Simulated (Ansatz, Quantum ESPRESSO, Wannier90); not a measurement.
# Ballistic channels from Wannier functions: zigzag Rh chain, bond 2.30 Å, width 1.6 Å, part 4 of 5

How many channels does the wire offer, and does a small Wannier basis get them right? The wire: zigzag Rh chain, bond 2.30 Å, width 1.6 Å.

Quantum ESPRESSO 7.5 and Wannier90 3.1.0; plane-wave DFT, LDA, GBRV ultrasoft pseudopotentials; cross-check by Ansatz 0.2.0 with PAW datasets.

So far. Step 6 (Wannier functions and transport): Disentanglement stopped at its cap on iterations, so these spreads are not final. Step 6 (Wannier functions and transport): At least 1 of the functions sits far from every atom, off the bonds: the outer window has let in states of the vacuum, so the basis is not the atomic one that was projected.

**9. Localisation, bands and conductance, with dist_cutoff = 3.97**

Level of this step: maximally localised Wannier functions and ballistic conductance; plane-wave DFT, LDA, GBRV ultrasoft pseudopotentials (Wannier90).

A sensitivity test on the input.

Input file wan_w.win:

```
num_wann = 18
num_bands = 39
num_iter = 200
num_print_cycles = 20
conv_tol = 1e-8
conv_window = 5
guiding_centres = true
dis_num_iter = 1500
dis_conv_tol = 1e-8
dis_win_min = -12.8959
dis_win_max = 7.1041
dis_froz_max = -0.3959
search_shells = 120
fermi_energy = -1.8959

transport = true
transport_mode = bulk
one_dim_axis = z
dist_cutoff = 3.97
dist_cutoff_mode = one_dim
tran_win_min = -4.0
tran_win_max = 2.0
tran_energy_step = 0.02

bands_plot = true
bands_num_points = 96
begin kpoint_path
G 0.0 0.0 0.0 Z 0.0 0.0 0.5
end kpoint_path

begin projections
Rh:s;p;d
end projections

begin unit_cell_cart
ang
  9.0000000000 0.0000000000 0.0000000000
  0.0000000000 8.0000000000 0.0000000000
  0.0000000000 0.0000000000 3.3045423284
end unit_cell_cart

begin atoms_frac
  Rh -0.0888888889 0.0000000000 0.0000000000
  Rh 0.0888888889 0.0000000000 0.5000000000
end atoms_frac

mp_grid = 1 1 10
begin kpoints
  0.0 0.0 0.0000000000
  0.0 0.0 0.1000000000
  0.0 0.0 0.2000000000
  0.0 0.0 0.3000000000
  0.0 0.0 0.4000000000
  0.0 0.0 0.5000000000
  0.0 0.0 0.6000000000
  0.0 0.0 0.7000000000
  0.0 0.0 0.8000000000
  0.0 0.0 0.9000000000
end kpoints
```

Launch:

```console
$ OMP_NUM_THREADS=1 wannier90.x wan_w > wan_w.run.log
```

The log of the run:

```text
[banner, memory and clock lines left out]
+---------------------------------------------------+
             |                                                   |
             |                   WANNIER90                       |
             |                                                   |
             +---------------------------------------------------+
             |                                                   |
             |        Welcome to the Maximally-Localized         |
             |        Generalized Wannier Functions code         |
             |                             |
             |                                                   |
             |                                                   |
             |  Wannier90 Developer Group:                       |
             |    Giovanni Pizzi    (EPFL)                       |
             |    Valerio Vitale    (Cambridge)                  |
             |    David Vanderbilt  (Rutgers University)         |
             |    Nicola Marzari    (EPFL)                       |
             |    Ivo Souza         (Universidad del Pais Vasco) |
             |    Arash A. Mostofi  (Imperial College London)    |
             |    Jonathan R. Yates (University of Oxford)       |
             |                                                   |
             |  For the full list of Wannier90 3.x authors,      |
             |  please check the code documentation and the      |
             |  README on the GitHub page of the code            |
             |                                                   |
             |                                                   |
             |                                                   |
             |  [ref] "Wannier90 as a community code:            |
             |        new features and applications",            |
             |        165902 (2020).                             |
             |            |
             |                                                   |
             |  in any publications arising from the use of      |
             |                                                   |
             |  [ref] "Maximally Localized Generalised Wannier   |
             |         Functions for Composite Energy Bands"     |
             |         N. Marzari and D. Vanderbilt              |
             |         Phys. Rev. B 56 12847 (1997)              |
             |                                                   |
             |  [ref] "Maximally Localized Wannier Functions     |
             |         for Entangled Energy Bands"               |
             |         I. Souza, N. Marzari and D. Vanderbilt    |
             |         Phys. Rev. B 65 035109 (2001)             |
             |                                                   |
             |                                                   |
             | Copyright (c) 1996-2020                           |
             |        The Wannier90 Developer Group and          |
             |        individual contributors                    |
             |                                                   |
             |      Release: 3.1.0        5th March    2020      |
             |                                                   |
             | This program is free software; you can            |
             | redistribute it and/or modify it under the terms  |
             | of the GNU General Public License as published by |
             | the Free Software Foundation; either version 2 of |
             | the License, or (at your option) any later version|
             |                                                   |
             | This program is distributed in the hope that it   |
             | will be useful, but WITHOUT ANY WARRANTY; without |
             | even the implied warranty of MERCHANTABILITY or   |
             | FITNESS FOR A PARTICULAR PURPOSE. See the GNU     |
             | General Public License for more details.          |
             |                                                   |
             | You should have received a copy of the GNU General|
             | Public License along with this program; if not,   |
             | write to the Free Software Foundation, Inc.,      |
             | 675 Mass Ave, Cambridge, MA 02139, USA.           |
             |                                                   |
             +---------------------------------------------------+
[date or host left out]
             +---------------------------------------------------+

 ******************************************************************************
 * -> Using CODATA 2006 constant values                                       *
 *    (                      *
 * -> Using Bohr value from CODATA                                            *
 ******************************************************************************

 Running in serial (with parallel executable)

                                    ------
                                    SYSTEM
                                    ------

                              Lattice Vectors (Ang)
                    a_1     9.000000   0.000000   0.000000
                    a_2     0.000000   8.000000   0.000000
                    a_3     0.000000   0.000000   3.304542

                   Unit Cell Volume:     237.92705  (Ang^3)

                        Reciprocal-Space Vectors (Ang^-1)
                    b_1     0.698132   0.000000   0.000000
                    b_2     0.000000   0.785398   0.000000
                    b_3     0.000000   0.000000   1.901378

 *----------------------------------------------------------------------------*
 |   Site       Fractional Coordinate          Cartesian Coordinate (Ang)     |
 +----------------------------------------------------------------------------+
 | Rh   1  -0.08889   0.00000   0.00000   |   -0.80000   0.00000   0.00000    |
 | Rh   2   0.08889   0.00000   0.50000   |    0.80000   0.00000   1.65227    |
 *----------------------------------------------------------------------------*
                                ------------
                                K-POINT GRID
                                ------------

             Grid size =  1 x  1 x 10      Total points =   10

 *---------------------------------- MAIN ------------------------------------*
 |  Number of Wannier Functions               :                18             |
 |  Number of Objective Wannier Functions     :                18             |
 |  Number of input Bloch states              :                39             |
[...]
Delta: O_D= -0.3763152E-01 O_OD= -0.7759153E-01 O_TOT= -0.1152230E+00 <-- DLTA
 Cycle:     60
[...]
Sum of centres and spreads (  3.350412, -1.512608,  8.258552 )    42.26945717

     60    -0.201E-01     0.9438045726       42.2694571719       2.35  <-- CONV
        O_D=      0.5471240 O_OD=     10.3522940 O_TOT=     42.2694572 <-- SPRD
 Delta: O_D=  0.1760381E-01 O_OD= -0.3769258E-01 O_TOT= -0.2008877E-01 <-- DLTA
 Cycle:     80
[...]
Sum of centres and spreads (  3.317512, -1.339744,  8.258582 )    42.13883947

     80    -0.120E-01     3.0516026939       42.1388394671       2.40  <-- CONV
        O_D=      0.5107101 O_OD=     10.2580902 O_TOT=     42.1388395 <-- SPRD
 Delta: O_D= -0.8060862E-02 O_OD= -0.3975390E-02 O_TOT= -0.1203625E-01 <-- DLTA
 Cycle:    100
[...]
Sum of centres and spreads (  3.399415, -1.413607,  8.258500 )    44.49899186

    100     0.129E+01    47.7693092367       44.4989918553       2.46  <-- CONV
        O_D=      0.6745664 O_OD=     12.4543862 O_TOT=     44.4989919 <-- SPRD
 Delta: O_D= -0.6633873E-01 O_OD=  0.1354636E+01 O_TOT=  0.1288297E+01 <-- DLTA

 Writing checkpoint file wan_w.chk... done

 Cycle:    120
[...]
Sum of centres and spreads (  3.259555, -1.442631,  8.259268 )    42.03080850

    120    -0.312E-02     1.1627967919       42.0308085034       2.51  <-- CONV
        O_D=      0.5012068 O_OD=     10.1595625 O_TOT=     42.0308085 <-- SPRD
 Delta: O_D= -0.1783987E-02 O_OD= -0.1334305E-02 O_TOT= -0.3118292E-02 <-- DLTA
 Cycle:    140
[...]
Sum of centres and spreads (  3.256217, -1.426392,  8.259281 )    42.01928318

    140    -0.610E-04     0.7108729511       42.0192831822       2.57  <-- CONV
        O_D=      0.4968961 O_OD=     10.1523479 O_TOT=     42.0192832 <-- SPRD
 Delta: O_D= -0.2306602E-04 O_OD= -0.3797342E-04 O_TOT= -0.6103944E-04 <-- DLTA
 Cycle:    160
[...]
Sum of centres and spreads (  3.255361, -1.421206,  8.259284 )    42.01645534

    160    -0.151E-03     0.6859325772       42.0164553435       2.62  <-- CONV
        O_D=      0.4956764 O_OD=     10.1507397 O_TOT=     42.0164553 <-- SPRD
 Delta: O_D= -0.6552099E-04 O_OD= -0.8587108E-04 O_TOT= -0.1513921E-03 <-- DLTA
 Cycle:    180
[...]
Sum of centres and spreads (  3.254873, -1.418797,  8.259286 )    42.01498250

    180    -0.280E-04     0.5111308221       42.0149825023       2.68  <-- CONV
        O_D=      0.4950949 O_OD=     10.1498484 O_TOT=     42.0149825 <-- SPRD
 Delta: O_D= -0.8903098E-05 O_OD= -0.1910535E-04 O_TOT= -0.2800845E-04 <-- DLTA
 Cycle:    200
[...]
Sum of centres and spreads (  3.254482, -1.415016,  8.259287 )    42.01377186

    200    -0.312E-04     0.4733561983       42.0137718608       2.73  <-- CONV
        O_D=      0.4945942 O_OD=     10.1491385 O_TOT=     42.0137719 <-- SPRD
 Delta: O_D= -0.1212460E-04 O_OD= -0.1904366E-04 O_TOT= -0.3116826E-04 <-- DLTA

 Writing checkpoint file wan_w.chk... done

 Final State
[...]
WF centre and spread   11  (  0.011947, -1.812763, -1.649014 )     4.53347696
  WF centre and spread   12  (  1.471208, -0.771482,  1.652456 )     4.58587877
  WF centre and spread   13  (  1.406947,  1.529717,  1.653127 )     3.26380870
  WF centre and spread   14  (  0.811992,  0.000554,  1.652295 )     0.97043836
  WF centre and spread   15  (  0.780139, -0.001794,  1.647812 )     0.90708356
  WF centre and spread   16  (  0.803041, -0.000037,  1.652998 )     0.81700912
  WF centre and spread   17  (  0.832018, -0.013372,  1.652059 )     0.87575511
  WF centre and spread   18  (  0.763688,  0.009163,  1.652236 )     0.85423509
  Sum of centres and spreads (  3.254482, -1.415016,  8.259287 )    42.01377186

         Spreads (Ang^2)       Omega I      =    31.370039188
        ================       Omega D      =     0.494594215
                               Omega OD     =    10.149138458
    Final Spread (Ang^2)       Omega Total  =    42.013771861
 Time for wannierise            0.547 (sec)

 Writing checkpoint file wan_w.chk... done

 *---------------------------------------------------------------------------*
 |                               PLOTTING                                    |
 *---------------------------------------------------------------------------*

 Translated centres
    translation centre in fractional coordinate:  0.000000  0.000000  0.250000
  WF centre     1  ( -1.858720, -0.489699, -0.074222 )
  WF centre     2  (  4.058947, -0.802808, -0.004618 )
  WF centre     3  ( -1.419053, -0.234993,  1.659181 )
  WF centre     4  ( -1.425958,  1.274477,  0.002464 )
  WF centre     5  ( -0.764556, -0.006952, -0.003331 )
  WF centre     6  ( -0.843170, -0.006862,  0.073723 )
  WF centre     7  ( -0.803686,  0.011658,  0.002766 )
  WF centre     8  ( -0.811384, -0.083724, -0.000091 )
  WF centre     9  ( -0.752183,  0.021885, -0.000273 )
  WF centre    10  (  0.993265, -0.037985, -0.005738 )
  WF centre    11  (  0.011947, -1.812763,  1.655529 )
  WF centre    12  (  1.471208, -0.771482,  1.652456 )
  WF centre    13  (  1.406947,  1.529717,  1.653127 )
  WF centre    14  (  0.811992,  0.000554,  1.652295 )
  WF centre    15  (  0.780139, -0.001794,  1.647812 )
  WF centre    16  (  0.803041, -0.000037,  1.652998 )
  WF centre    17  (  0.832018, -0.013372,  1.652059 )
  WF centre    18  (  0.763688,  0.009163,  1.652236 )

 Calculating interpolated band-structure

 Time to calculate interpolated band structure       0.032 (sec)

 Time for plotting              0.036 (sec)

 *---------------------------------------------------------------------------*
 |                              TRANSPORT                                    |
 *---------------------------------------------------------------------------*

 Calculation of Quantum Conductance and DoS: bulk mode

 Maximum imaginary part of the real-space Hamiltonian:     0.166068

     Maximum real part of the real-space Hamiltonian at each lattice point
            Lattice point R           Max |H_ij(R)|
                  -6                     0.000000
                  -5                     0.000000
                  -4                     0.000000
                  -3                     0.000000
                  -2                     0.000000
                  -1                     1.234123
                   0                     4.268678
                   1                     1.234123
                   2                     0.000000
                   3                     0.000000
                   4                     0.000000
                   5                     0.000000
                   6                     0.000000

 Number of unit cells inside the principal layer:     1
 Number of Wannier Functions inside the principal layer:    18

 Calculating quantum conductance and density of states... done

 Time for transport             0.195 (sec)
 Total Execution Time           3.060 (sec)

 *===========================================================================*
 |                             TIMING INFORMATION                            |
 *===========================================================================*
 |    Tag                                                Ncalls      Time (s)|
 |---------------------------------------------------------------------------|
 |kmesh: get                                        :         1         0.012|
 |overlap: allocate                                 :         1         0.000|
 |overlap: read                                     :         1         0.077|
 |dis: main                                         :         1         2.188|
 |wann: main                                        :         1         0.547|
 |plot: main                                        :         1         0.036|
 |tran: main                                        :         1         0.195|
 *---------------------------------------------------------------------------*

 All done: wannier90 exiting
[key lines of the parts left out:]
|  Fermi energy (eV)                         :            -1.896             |
```

Wall time 3.5 s (1 MPI rank of Arm Neoverse V1, shared host); peak memory 0.09 GiB.

The changed values were drawn from a wide range, not chosen for quality; the comparison shows what they did here together.

The total spread is 42.0 against 42.0 Å². Between −2 and 1.5 eV the channel count differs from the first run's at 20 % of the energies, and at the Fermi level it is 4 against 6. Spreads don't depend on this cutoff; only the transport does.

[end of part 4 of 5]

[Logs are printed without paths, hosts, clocks, repeated set-up lines and the standing remarks that a program may print on its own settings, such as how far it seeks lower states.]

[Hosts, paths, dates, database ids (printed as entryN), source tags and the programs' standing remarks are cut or masked in the printed files.]

[Maps of the electrostatic potential energy from Ansatz leave out the sawtooth potential of an applied field or a dipole correction, so their vacuum need not be flat; planar profiles and work functions include it.]
